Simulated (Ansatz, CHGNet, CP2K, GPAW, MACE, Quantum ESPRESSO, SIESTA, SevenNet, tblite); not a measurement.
# GPAW runs on NaH9C4O7 (P-1) (84 atoms)

How do the settings of GPAW change the result for NaH9C4O7 (P-1) (84 atoms)? A plane-wave run serves as the yardstick.

Program: GPAW 26.7.0. Level of theory: the method is named at each step. Results are calculated unless marked as measured.

### 1. Starting point

The cell holds 84 atoms: 4 Na, 36 H, 16 C and 28 O. Its edges and angles: a = 11.912 Å, b = 6.392 Å, c = 11.230 Å, α = 104.2°, β = 91.5°, γ = 100.2°. It derives from NaH9C4O7 (P-1), repeated 2×1×1. NaH9C4O7, space group P-1, structure from the Crystallography Open Database, 2 x 1 x 1 conventional cells; positions as listed; bonds to H set to neutron lengths (C-H 1.089, N-H 1.015, O-H 0.983, B-H 1.19 Å) where the listed ones are shorter. Then every atom was moved at random, 0.02 Å r.m.s. a Cartesian component (hydrogen 0.6 of that).

The yardstick, on the same geometry:

```
method                                           : Kohn-Sham DFT, PBE, PAW, plane waves (Ansatz 0.2.0); cutoff 420 eV, Γ point, fermi-dirac smearing of 0.05 eV; PAW set soft_2
r.m.s. force component                           : 1.115 eV/Å
longest force                                    : 7.14 eV/Å
pressure                                         : 3.272 GPa
gap (highest filled to lowest empty level) : 2.91 eV
SCF cycles                                       : 10
time                                             : 4 s on 8 threads of Arm Neoverse V2, shared host
CPU time                                         : 24 s
```

### 2. PBE, LCAO dzp, h 0.18 Å

Method: Kohn-Sham DFT, PBE, PAW, atomic orbitals (dzp).

File run.py:

```python
import numpy as np
from ase.io import read
from gpaw import GPAW, FermiDirac

atoms = read("structure.xyz")
atoms.calc = GPAW(
    mode="lcao",
    basis="dzp",
    h=0.18,
    xc="PBE",
    kpts={"size": (1, 1, 1), "gamma": True},
    occupations=FermiDirac(0.05),
    maxiter=200,
    symmetry={"point_group": False},
    txt="gpaw.txt",
)
energy = atoms.get_potential_energy(force_consistent=True)
forces = atoms.get_forces()
print(f"energy {energy:.6f} eV")
print("forces (eV/A)")
for i, (a, f) in enumerate(zip(atoms, forces)):
    print(f"{i:4d} {a.symbol:2s} {f[0]:10.5f} {f[1]:10.5f} {f[2]:10.5f}")
print(f"Fermi level {atoms.calc.get_fermi_level():.4f} eV")
for k in range(len(atoms.calc.get_ibz_k_points())):
    for s in range(atoms.calc.get_number_of_spins()):
        e = atoms.calc.get_eigenvalues(kpt=k, spin=s)
        n = np.searchsorted(e, atoms.calc.get_fermi_level())
        print(f"k {k} spin {s} levels about the Fermi level:", np.round(e[max(n - 6, 0):n], 4).tolist(), "|", np.round(e[n:n + 6], 4).tolist())
```

File structure.xyz:

```xyz
84
Lattice="11.91200 0.00000 0.00000 -1.13193 6.29098 0.00000 -0.30376 -2.84790 10.85864" Properties=species:S:1:pos:R:3 pbc="T T T"
Na 1.35466 -0.94010 4.63197
Na 3.16350 4.43933 6.23014
H 2.37289 1.91277 10.79664
H 2.15223 1.55154 0.02639
H -0.49693 4.62421 1.46092
H 5.02569 -1.16296 9.38121
H 10.72297 1.89799 10.02209
H 5.71065 1.53727 0.79659
H 1.12377 -1.05832 7.40679
H 3.39475 4.46245 3.45478
H 0.21076 0.21137 7.19722
H 4.29652 3.25437 3.66642
H -0.05598 1.26725 3.30081
H 4.57276 2.16398 7.54447
H 1.45950 1.35976 2.96799
H 3.05199 2.10829 7.90075
H 0.80215 2.88411 6.45742
H 3.69736 0.54641 4.38939
H 1.05408 2.57184 4.89127
H 3.45852 0.88145 5.97258
C 1.66910 4.66980 1.57277
C 2.88537 -1.27474 9.30129
C 0.35577 4.70502 0.82493
C 4.16217 -1.27407 10.00873
C -0.19134 1.91605 10.40920
C 4.67337 1.55276 0.48516
C 0.77798 1.92410 9.22452
C 3.68695 1.49355 1.64259
O 1.58102 4.71630 2.80924
O 2.91821 -1.24359 8.04028
O 2.79190 4.67342 0.97804
O 1.72650 -1.21276 9.88603
O 0.28704 1.92620 8.06634
O 4.24956 1.56422 2.80609
O 2.05831 1.94490 9.43735
O 2.49697 1.50177 1.48144
O 0.38382 -0.68671 6.85126
O 4.13393 4.14783 4.01248
O 0.84579 1.08938 3.67391
O 3.66373 2.31769 7.15943
O 1.12453 3.24101 5.57081
O 3.45010 0.17327 5.23788
Na 7.26076 -0.98329 4.62752
Na 9.09124 4.41996 6.22938
H 8.31074 1.91928 10.81499
H 8.13138 1.52910 0.02248
H 5.45053 4.62040 1.44116
H 10.98340 -1.16807 9.41987
H 4.73608 1.89173 10.03132
H -0.24692 1.54446 0.80658
H 7.05997 -1.05100 7.43404
H 9.36265 4.50518 3.46358
H 6.18564 0.17473 7.19059
H 10.25572 3.25041 3.64601
H 5.89361 1.29018 3.30428
H 10.52216 2.17274 7.54154
[... 24 atom lines left out ...]
O 6.77817 1.14349 3.71441
O 9.62353 2.28419 7.12403
O 7.02606 3.28594 5.59209
O 9.38812 0.16159 5.28316
```

Launch:

```
> OMP_NUM_THREADS=1 python run.py > output.txt
```

Output:

```text
energy -466.481228 eV
forces (eV/A)
   0 Na    0.00276   -0.12134    0.13174
   1 Na   -0.00209   -0.08810   -0.14694
   2 H    -0.35007   -0.17377   -0.97742
   3 H     0.13343    0.03863    1.40068
   4 H    -1.09816    0.02035    1.15326
   5 H     0.90585   -0.07898   -0.85709
   6 H    -1.50523    0.06362   -0.14773
   7 H     0.82774    0.09849    0.37470
   8 H     0.28353    0.28788    0.08707
   9 H    -0.91079    0.34628   -0.41877
  10 H     0.16916    0.63269    0.35060
  11 H     0.08065   -1.16109   -0.37392
  12 H    -0.57484    0.03234   -0.32503
  13 H     0.19231   -0.00902    0.17691
  14 H     0.81854    0.20409   -0.89578
  15 H    -0.57186   -0.13626    0.71455
  16 H     0.26000   -0.29403   -0.78321
  17 H     0.45132    1.25591   -1.27411
  18 H    -0.23056   -1.88910   -1.13931
  19 H     0.10310    0.01867   -0.87854
  20 C    -2.83460    0.44245    0.23457
  21 C     0.65818    0.52053   -1.99190
  22 C     1.70890   -0.34768    2.30167
  23 C    -0.59377    0.05412    1.16178
[...]
76 O     2.48867    0.07208   -0.32489
  77 O    -6.12170   -0.09710   -1.12960
  78 O     0.06440   -1.26253   -0.26982
  79 O     0.74475   -0.07053    0.49951
  80 O     1.19819    0.21599    0.07929
  81 O    -0.88713   -0.34205    0.77833
  82 O     0.50088    1.01819   -1.76171
  83 O     0.11044   -1.47199   -1.75951
Fermi level 0.3075 eV
k 0 spin 0 levels about the Fermi level: [-1.2849, -1.2494, -1.2137, -1.1629, -0.9467, -0.9105] | [1.9832, 2.1677, 2.5336, 2.8214, 4.7393, 4.7964]
```

gpaw.txt:

```text
Input parameters:
  mode=LCAO(),
  basis={'default': 'dzp'},
  h=0.18,
  kpts=MonkhorstPack(size=(1, 1, 1), gamma=True),
  maxiter=200,
  occupations=Occupations(name='fermi-dirac', width=0.05, fixmagmom=False),
  symmetry=Symmetry(point_group=False),
  xc=XC(name='PBE')
Unit cell  # Å
| periodic |         x |         y |         z |   lengths |     angles |
|----------|-----------|-----------|-----------|-----------|------------|
|      yes | 11.912000 |  0.000000 |  0.000000 | 11.912000 | 104.169990 |
|      yes | -1.131930 |  6.290980 |  0.000000 |  6.392002 |  91.549981 |
|      yes | -0.303760 | -2.847900 | 10.858640 | 11.229999 | 100.200036 |
Number of symmetries: 1
Symmetry operations  # r_c * U_cc + t_c -> r_c
|   | kind |            matrix            |
|---|------|------------------------------|
| 0 |  E   |  1, 0, 0,  0, 1, 0,  0, 0, 1 |
BZ-sampling:
  Number of BZ points: 1
  Number of IBZ points: 1
  Monkhorst-Pack size: [1, 1, 1]
[... lines left out ...]
eigensolver:
density mixing:
  MSR1-Mixer
occupation numbers:
  Fermi-Dirac:
    width: 0.0500  # eV
FastPoissonSolver using
    Stencil: 12*3+1=37 point O(h^6) finite-difference Laplacian
xc functional:
  name: PBE with 2 nearest neighbor stencil
interpolation: tri-quintic # 5. degree polynomial
Initialization done in: 6.668 s
convergence criteria:
- Maximum [total energy] change in last 3 cyles: 0.0005 eV / valence electron
- Maximum integral of absolute [dens]ity change: 0.0001 electrons / valence electron
- Maximum integral of absolute [eigenst]ate change: 4e-08 eV^2 / valence electron
maximum number of iterations: 200
SCF iterations
|iter     |      energy | eigst |  dens |
|---------|-------------|-------|-------|
|iter:   1| -485.419937 |      c|       |
|iter:   2| -480.664771 |      c| -0.89 |
|iter:   3| -466.500972 |      c| -0.93 |
|iter:   4| -466.503033 |      c| -1.49 |
|iter:   5| -466.538496c|      c| -1.87 |
|iter:   6| -466.481918c|      c| -2.29 |
|iter:   7| -466.481291c|      c| -2.87 |
|iter:   8| -466.481246c|      c| -3.30 |
|iter:   9| -466.481231c|      c| -3.75 |
|iter:  10| -466.481228c|      c| -4.21c|
Converged in 10 steps
SCF loop duration: 58.044 s (5.804 s/step)
Energy contributions relative to reference atoms: (reference = -91710.002111)
Energy contributions:
  Kinetic:         456.572920
  Coulomb:        -474.952088
  Zero:              9.466280
  External:          0.000000
  Xc:             -457.568340
  Entropy:          -0.000000
  Spinorbit:         0.000000
  ----------------------------
  Free energy:    -466.481228
  Extrapolated:   -466.481228
dipole moment: (-0.284757, -0.118648, 0.795206)  # |e|*Ang
Fermi level: 0.307
Eigenvalues  # (at kpt = [0.000, 0.000, 0.000])
| band index |      eig [eV] | occ [0-2] |
|------------|---------------|-----------|
|          0 |       -22.804 |     2.000 |
|        ... |               |           |
|        140 |        -1.374 |     2.000 |
|        141 |        -1.311 |     2.000 |
[...]
|        155 |         4.998 |     0.000 |
|        ... |               |           |
|        181 |         9.551 |     0.000 |
Gap: 2.894 eV
Transition (v -> c):
  (s=0, k=0, n=147, [0.00, 0.00, 0.00]) -> (s=0, k=0, n=148, [0.00, 0.00, 0.00])
No difference between direct/indirect transitions
Force computation time: 13.443  # s
timing:  # [seconds]
  Total:  78.183  # ━━━━━━━━━━━━━━━━━━━━━━━━━━━━━━━━━━━━━━━━━━━━━━━━━━━━━━━━━
  Init:    6.667  # ━━━━━
  SCF:    58.044  # ━━━━━━━━━━━━━━━━━━━━━━━━━━━━━━━━━━━━━━━━━━╸
  Forces: 13.443  # ━━━━━━━━━━
```

Elapsed: 79 s, on 1 thread of Arm Neoverse V2, shared host; peak memory 0.89 GiB.

Banners, paths, timers and routine set-up lines are dropped from the logs unmarked, and long logs keep their key lines alone; longer cuts are marked.

Against the reference:

- r.m.s. force component: 1.369 eV/Å
- r.m.s. difference of force components: 482.3 meV/Å
- longest difference of force vectors: 1619 meV/Å
- force difference over r.m.s. force: 43.24 %
- slope of forces against the reference's: 1.16
- correlation of force components: 0.945
- gap (highest filled to lowest empty level): 2.894 eV
- gap difference: -0.0161 eV

This run lies far from the reference in forces at the same functional. Basis and potentials both differ; the latter hold 296 valence electrons against the reference's 304.

Length of the force difference by element (eV/Å):

| element | atoms | mean | most |
| --- | --- | --- | --- |
| C | 16 | 0.68 | 0.95 |
| H | 36 | 0.67 | 0.83 |
| Na | 4 | 0.027 | 0.034 |
| O | 28 | 1.1 | 1.6 |

Levels nearest the highest filled one (eV from it): -0.37, -0.34, -0.30, -0.25, -0.04, 0.00, 2.89, 3.08, 3.44, 3.73, 5.65, 5.71.

The surroundings of Na43, one of the 4 Na atoms, nearest first, numbered as they follow in the input and with coordinates relative to it.

| atom | x | y | z | distance (Å) | bonds | Fx | Fy | Fz (eV/Å) |
| --- | --- | --- | --- | --- | --- | --- | --- | --- |
| Na43 | 0.00 | 0.00 | 0.00 | 0.00 | 6 | 0.08 | 0.05 | 0.06 |
| O81 | -0.48 | 2.13 | -0.91 | 2.36 | 3 | 1.20 | 0.22 | 0.08 |
| O38 | -1.99 | -1.16 | -0.62 | 2.39 | 4 | 0.69 | 0.71 | 0.84 |
| O71 | 1.42 | -0.66 | -1.81 | 2.39 | 2 | 0.08 | -0.05 | 2.15 |
| O79 | -0.92 | 0.28 | 2.21 | 2.41 | 4 | 0.06 | -1.26 | -0.27 |
| O83 | 0.90 | -2.02 | 0.96 | 2.41 | 4 | 0.50 | 1.02 | -1.76 |
| O84 | 2.13 | 1.14 | 0.66 | 2.50 | 4 | 0.11 | -1.47 | -1.76 |
| H51 | -0.20 | -0.07 | 2.81 | 2.81 | 1 | 0.21 | 0.02 | -0.20 |
| H60 | 2.40 | 1.53 | -0.24 | 2.86 | 1 | -0.25 | 0.22 | 0.87 |

Atoms are counted from 1 here, from 0 in the log.

Forces lie 43 % from the reference's, at 3.2 times its CPU time (on 1 against 8 cores).

### 3. LDA, LCAO dzp, h 0.18 Å

Method: Kohn-Sham DFT, LDA, PAW, atomic orbitals (dzp).

run.py, as its differences from that of step 2:

```diff
@@ -9,3 +9,3 @@
     h=0.18,
-    xc="PBE",
+    xc="LDA",
     kpts={"size": (1, 1, 1), "gamma": True},
```

structure.xyz is that of step 2.

Output:

```text
energy -505.140793 eV
forces (eV/A)
   0 Na    0.02434   -0.10860    0.14418
   1 Na   -0.02605   -0.07778   -0.18172
   2 H    -0.35606   -0.15690   -1.20550
   3 H     0.16562    0.02022    1.71676
   4 H    -1.26618   -0.00484    1.28636
   5 H     1.07773   -0.04572   -0.98817
[...]
81 O    -0.99704   -0.32132    0.56504
  82 O     0.59897    1.29193   -1.79866
  83 O     0.02941   -1.73736   -1.76772
Fermi level -0.0871 eV
k 0 spin 0 levels about the Fermi level: [-1.6096, -1.592, -1.5485, -1.511, -1.3189, -1.2845] | [1.5569, 1.7583, 2.1204, 2.4097, 4.1547, 4.3197]
```

gpaw.txt:

```text
Input parameters:
  mode=LCAO(),
  basis={'default': 'dzp'},
  h=0.18,
  kpts=MonkhorstPack(size=(1, 1, 1), gamma=True),
  maxiter=200,
  occupations=Occupations(name='fermi-dirac', width=0.05, fixmagmom=False),
[... lines left out ...]
  Fermi-Dirac:
[... lines left out ...]
convergence criteria:
- Maximum [total energy] change in last 3 cyles: 0.0005 eV / valence electron
[... lines left out ...]
Converged in 10 steps
[... lines left out ...]
  Free energy:    -505.140793
[... lines left out ...]
Fermi level: -0.087
[... lines left out ...]
|        ... |               |           |
|        181 |         8.970 |     0.000 |
Gap: 2.841 eV
Transition (v -> c):
  (s=0, k=0, n=147, [0.00, 0.00, 0.00]) -> (s=0, k=0, n=148, [0.00, 0.00, 0.00])
No difference between direct/indirect transitions
Force computation time: 13.320  # s
timing:  # [seconds]
  Total:  71.018  # ━━━━━━━━━━━━━━━━━━━━━━━━━━━━━━━━━━━━━━━━━━━━━━━━━━━━━━━━━
  Init:    5.386  # ━━━━╸
  SCF:    52.284  # ━━━━━━━━━━━━━━━━━━━━━━━━━━━━━━━━━━━━━━━━━━
  Forces: 13.320  # ━━━━━━━━━━╸
```

Wall time 72 s (1 thread); peak memory 0.89 GiB.

Compared with the plane-wave run:

- r.m.s. force component: 1.336 eV/Å
- r.m.s. difference of force components: 510.5 meV/Å
- longest difference of force vectors: 1199 meV/Å
- force difference over r.m.s. force: 45.76 %
- slope of forces against the reference's: 1.112
- correlation of force components: 0.9289
- gap (highest filled to lowest empty level): 2.841 eV
- gap difference: -0.0684 eV

Against the first run (43 %), the force difference from the reference is 46 %, at 0.91 times the CPU time; the model has changed, so this is no error of the program alone.

### 4. PBE, LCAO szp(dzp), h 0.18 Å

Method: Kohn-Sham DFT, PBE, PAW, atomic orbitals (szp(dzp)).

run.py, as its differences from that of step 3:

```diff
@@ -7,5 +7,5 @@
     mode="lcao",
-    basis="dzp",
+    basis="szp(dzp)",
     h=0.18,
-    xc="LDA",
+    xc="PBE",
     kpts={"size": (1, 1, 1), "gamma": True},
```

structure.xyz is that of step 3.

Output:

```text
energy -418.447365 eV
forces (eV/A)
   0 Na    0.01819   -0.02545   -0.03411
   1 Na   -0.01919   -0.17456   -0.01094
   2 H    -0.80534    0.02075   -2.50603
   3 H     0.69866   -0.18720    3.24919
   4 H    -2.45222   -0.05208    2.02347
   5 H     2.23410    0.04967   -1.72830
   6 H    -3.09336    0.02092   -0.82178
   7 H     2.48596    0.06985    0.79139
   8 H     1.63710   -0.25374    1.25961
   9 H    -2.31807    0.79041   -1.65324
  10 H    -0.03318    2.23978    1.11931
  11 H     0.25341   -2.79279   -1.16451
[...]
79 O     1.91764    1.01005    2.27192
  80 O     1.83599   -0.34641    2.22009
  81 O    -1.54182    0.15916   -1.29080
  82 O     1.05865    3.27431   -2.11420
  83 O    -0.44111   -3.72040   -1.65643
Fermi level 0.1212 eV
k 0 spin 0 levels about the Fermi level: [-1.5752, -1.5496, -1.4641, -1.4328, -1.1304, -1.0982] | [1.4104, 1.5619, 1.9403, 2.2526, 4.2278, 4.4152]
```

gpaw.txt:

```text
Input parameters:
  mode=LCAO(),
  basis={'default': 'szp(dzp)'},
  h=0.18,
  kpts=MonkhorstPack(size=(1, 1, 1), gamma=True),
  maxiter=200,
  occupations=Occupations(name='fermi-dirac', width=0.05, fixmagmom=False),
  symmetry=Symmetry(point_group=False),
  xc=XC(name='PBE')
[... lines left out ...]
  Fermi-Dirac:
[... lines left out ...]
convergence criteria:
- Maximum [total energy] change in last 3 cyles: 0.0005 eV / valence electron
[... lines left out ...]
Converged in 10 steps
[... lines left out ...]
  Free energy:    -418.447365
[... lines left out ...]
Fermi level: 0.121
[... lines left out ...]
|          0 |       -23.287 |     2.000 |
|        ... |               |           |
|        140 |        -1.609 |     2.000 |
|        141 |        -1.592 |     2.000 |
[...]
|        155 |         4.609 |     0.000 |
|        ... |               |           |
|        181 |        10.129 |     0.000 |
Gap: 2.509 eV
Transition (v -> c):
  (s=0, k=0, n=147, [0.00, 0.00, 0.00]) -> (s=0, k=0, n=148, [0.00, 0.00, 0.00])
No difference between direct/indirect transitions
Force computation time: 10.234  # s
timing:  # [seconds]
  Total:  62.320  # ━━━━━━━━━━━━━━━━━━━━━━━━━━━━━━━━━━━━━━━━━━━━━━━━━━━━━━━━━
  Init:    5.797  # ━━━━━╸
  SCF:    46.261  # ━━━━━━━━━━━━━━━━━━━━━━━━━━━━━━━━━━━━━━━━━━╸
  Forces: 10.234  # ━━━━━━━━━╸
```

Wall time 64 s (1 thread); peak memory 0.84 GiB.

Numbers from this run, and their distance from the reference:

```
r.m.s. force component                           : 2.023 eV/Å
r.m.s. difference of force components            : 1454 meV/Å
longest difference of force vectors              : 3956 meV/Å
force difference over r.m.s. force               : 130.3 %
slope of forces against the reference's          : 1.296
correlation of force components                  : 0.7143
gap (highest filled to lowest empty level) : 2.509 eV
gap difference                                   : -0.4012 eV
```

This is a coarse setting, run to see what it loses.

Against the first run (43 %), the force difference from the reference is 130 %, at 0.80 times the CPU time, with 580 basis functions against 820: the smaller basis costs accuracy.

(Continued in part 2 of 2.)

[Also dropped from logs without a mark: logging warnings of Python, and SIESTA's first energy breakdown and zero terms.]

[Logs are printed without paths, hosts, clocks, repeated set-up lines and the standing remarks that a program may print on its own settings, such as how far it seeks lower states.]

[Hosts, paths, dates, database ids (printed as entryN), source tags and the programs' standing remarks are cut or masked in the printed files.]
